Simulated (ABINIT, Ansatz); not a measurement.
# BaTiO3 (P4mm): G0W0 on several meshes in ABINIT, part 2 of 2

How does the mesh move the gap of BaTiO3 (P4mm)?

ABINIT 10.8.3; PBE and many-body steps on it, plane waves. Known limits of the many-body steps: not at the basis limit; no spin-orbit coupling; coarse k mesh.

So far. Step 4 (4×4×4): The gap on the mesh goes from 1.83 eV to 3.29 eV, a correction of +1.46 eV. Step 5 (Empty states on the mesh, 2×2×2 mesh, 128 bands): On this mesh the gap is 1.826 eV.

The database entry behind the starting cell differs from later determinations by our own check (c/a about 0.6 % short), so it need not match the best structure at ambient conditions.

## (7) 2×2×2

This step: G0W0 on PBE, plane waves, norm-conserving pseudopotentials.

Input file run.abi:

```
acell 3*1.0 Angstrom
rprim 
  3.999800000000 0.000000000000 0.000000000000
  0.000000000000 3.999800000000 0.000000000000
  0.000000000000 0.000000000000 4.018000000000
ntypat 3
znucl 56 22 8
natom 5
typat 1 2 3 3 3
xred 
  0.000000000000 0.000000000000 0.000000000000
  0.500000000000 0.500000000000 0.490000000000
  0.500000000000 0.500000000000 0.019000000000
  0.500000000000 0.000000000000 0.517000000000
  0.000000000000 0.500000000000 0.517000000000
pp_dirpath "pseudos"
pseudos "Ba.upf, Ti.upf, O.upf"
ecut 38
ngkpt 2 2 2
nshiftk 1
shiftk 0 0 0
kptopt 1
chksymbreak 0
istwfk *1
occopt 1
irdwfk 1
optdriver 4
nband 118
gwcalctyp 0
ecutsigx 38
symsigma 1
nkptgw 2
kptgw 
  0.5000000000 0.5000000000 0.5000000000
  0.0000000000 0.0000000000 0.0000000000
bdgw 
  18 23
  19 23
ecuteps 5.2
irdscr 1
ppmodel 1
indata_prefix "in"
outdata_prefix "out"
tmpdata_prefix "tmp"
```

Command:

```
> OMP_NUM_THREADS=1 mpirun -n 4 abinit run.abi > log
```

Numbers of over 12 decimals in the logs are rounded to 6 here.

Log:

```text
.Version 10.8.3 of ABINIT. v10.8.2 released Aug 2026.

 Symmetries : space group P4 m m (# 99); Bravais tP (primitive tetrag.)
[... echo of the input left out ...]
== DATASET  1 ==================================================================
-   mpi_nproc: 4, omp_nthreads: 1 (-1 if OMP is not activated)

--- !DatasetInfo
iteration_state: {dtset: 1, }
dimensions: {natom: 5, nkpt: 6, mband: 118, nsppol: 1, nspinor: 1, nspden: 1, mpw: 4929, }
cutoff_energies: {ecut:  38.0, pawecutdg:  -1.0, }
electrons: {nelect:   4.00000000E+01, charge:   0.00000000E+00, occopt:   1.00000000E+00, tsmear:   1.00000000E-02, }

 SIGMA: Calculation of the GW corrections

 Based on a program developped by R.W. Godby, V. Olevano, G. Onida, and L. Reining.
 Incorporated in ABINIT by V. Olevano, G.-M. Rignanese, and M. Torrent.
.Using double precision arithmetic ; gwpc =  8

[... cell and pseudopotentials left out ...]
--------------------------------------------------------------------------------

 ==== K-mesh for the wavefunctions ====
 Number of points in the irreducible wedge :     6
[... list of points left out ...]
 Together with  8 symmetry operations and time-reversal symmetry
 yields     8 points in the full Brillouin Zone.

 ==== Q-mesh for screening function ====
 Number of points in the irreducible wedge :     6
[... list of points left out ...]
 Together with  8 symmetry operations and time-reversal symmetry
 yields     8 points in the full Brillouin Zone.

 vcoul_init : cutoff-mode = AUXILIARY_FUNCTION
 q-points for optical limit:   1
     1)      0.000010    0.000020    0.000030
 setmesh: FFT mesh size selected  =    45x   45x   45
          total number of points  =        91125

 Number of electrons calculated from density =   40.0000; Expected =   40.0000
[...]
number of omega for Sigma on real axis              0
 max omega for Sigma on real axis  [eV]           0.00
 zcut for avoiding poles [eV]                     0.10

 EPSILON^-1 parameters (SCR file):
 dimension of the eps^-1 matrix on file            251
 dimension of the eps^-1 matrix used               251
 number of plane-waves for wavefunctions          4929
 number of bands                                   118
 number of q-points in IBZ                           6
 number of frequencies                               2
 number of real frequencies                          1
 number of imag frequencies                          1

 matrix elements of self-energy operator (all in [eV])

 Perturbative Calculation

--- !SelfEnergy_ee
iteration_state: {dtset: 1, }
kpoint     : [   0.500,    0.500,    0.500, ]
spin       : 1
KS_gap     :    4.212
QP_gap     :    6.078
Delta_QP_KS:    1.866
data: !SigmaeeData |
     Band     E0 <VxcDFT>   SigX SigC(E0)      Z dSigC/dE  Sig(E)    E-E0       E
       18   6.549 -20.006 -24.766   5.119   0.761  -0.314 -19.732   0.273   6.822
       19   6.549 -20.006 -24.766   5.119   0.761  -0.314 -19.732   0.273   6.822
       20   6.633 -20.036 -24.842   5.181   0.758  -0.319 -19.752   0.284   6.917
[...]
--- !SelfEnergy_ee
iteration_state: {dtset: 1, }
kpoint     : [   0.000,    0.000,    0.000, ]
spin       : 1
KS_gap     :    2.106
QP_gap     :    3.565
Delta_QP_KS:    1.459
data: !SigmaeeData |
     Band     E0 <VxcDFT>   SigX SigC(E0)      Z dSigC/dE  Sig(E)    E-E0       E
[...]
22   8.671 -18.954 -11.508  -5.269   0.778  -0.285 -17.260   1.694  10.365
       23   8.671 -18.954 -11.508  -5.269   0.778  -0.285 -17.260   1.694  10.365

== END DATASET(S) ==============================================================
================================================================================

 -outvars: echo values of variables after computation  --------
           etotal      0.0000000000E+00
            nband         118
             nkpt           6
          spgroup          99
 [... the other variables as echoed above ...]

 Calculation completed.
```

The job ended after 8.1 s (4 MPI ranks of Arm Neoverse V2, shared host; peak memory 0.73 GiB; 32 s of CPU time).

Numbers from this step:

| Quantity | Value |
| --- | --- |
| G0W0 gap on the points computed | 3.234 eV |
| starting gap on the mesh | 1.826 eV |
| k of the valence top | 0.5, 0.5, 0.5 |
| k of the conduction bottom | 0, 0, 0 |
| Z at the valence top | 0.758 |
| Z at the conduction bottom | 0.779 |
| least direct G0W0 gap on the computed points | 3.565 eV |

Against G0W0 in ABINIT (4×4×4 mesh, 118 bands, screening to 141.5 eV, Godby-Needs plasmon pole), the gap moves by −0.052 eV.

## (8) The runs together

Times are wall times on 4 MPI ranks of Arm Neoverse V2, shared host, good to a factor of about two. A run's time includes the screening step that it read.

| run | mesh | bands | screening cutoff (eV) | DFT gap (eV) | gap on the mesh (eV) | direct (eV) | ε∞ used | time |
| --- | --- | --- | --- | --- | --- | --- | --- | --- |
| 4×4×4 | 4×4×4 | 118 | 141.5 | 1.826 | 3.286 | 3.573 | 6.18 | 2.8 min |
| 2×2×2 | 2×2×2 | 118 | 141.5 | 1.826 | 3.234 | 3.565 | 8.57 | 25 s |

## (9) Outcome

```
4×4×4        : 3.286 eV
2×2×2        : 3.234 eV
known limits : not at the basis limit; no spin-orbit coupling; coarse k mesh
```

What this shows: 2×2×2: −0.052 eV against 4×4×4. Bands and cutoff are finite, so the gap is not at the basis limit. The miss can reach some tenths of an eV and take either sign; the mesh is an error of its own. In the G0W0 runs levels were corrected at 2 k points alone, so a gap called «on the mesh» is the least over those, and an edge elsewhere would be missed. The 4×4×4 mesh is coarse for this cell, which bears on the long-range parts of exchange and screening. The many-body steps are scalar-relativistic: spin-orbit coupling is not in them.

[Paths, hosts, dates, memory and timing lines, banners, echoed tables and standing remarks are left out of the program output.]

[Logs are printed without paths, hosts, clocks, repeated set-up lines and the standing remarks that a program may print on its own settings, such as how far it seeks lower states.]

[Runs of the session that timed out or met a known fault of the program may be left out.]

[Hosts, paths, dates, database ids (printed as entryN), source tags and the programs' standing remarks are cut or masked in the printed files.]

[G0W0 gaps are taken among the corrected bands and points alone; a level outside them can change the order at an edge.]

[Where Ansatz stands beside ABINIT at settings called matched, ABINIT's density can come from a denser mesh and the files from another edition; pairs whose starting gaps differed by over 0.03 eV were left out, so agreement reads better than it is.]
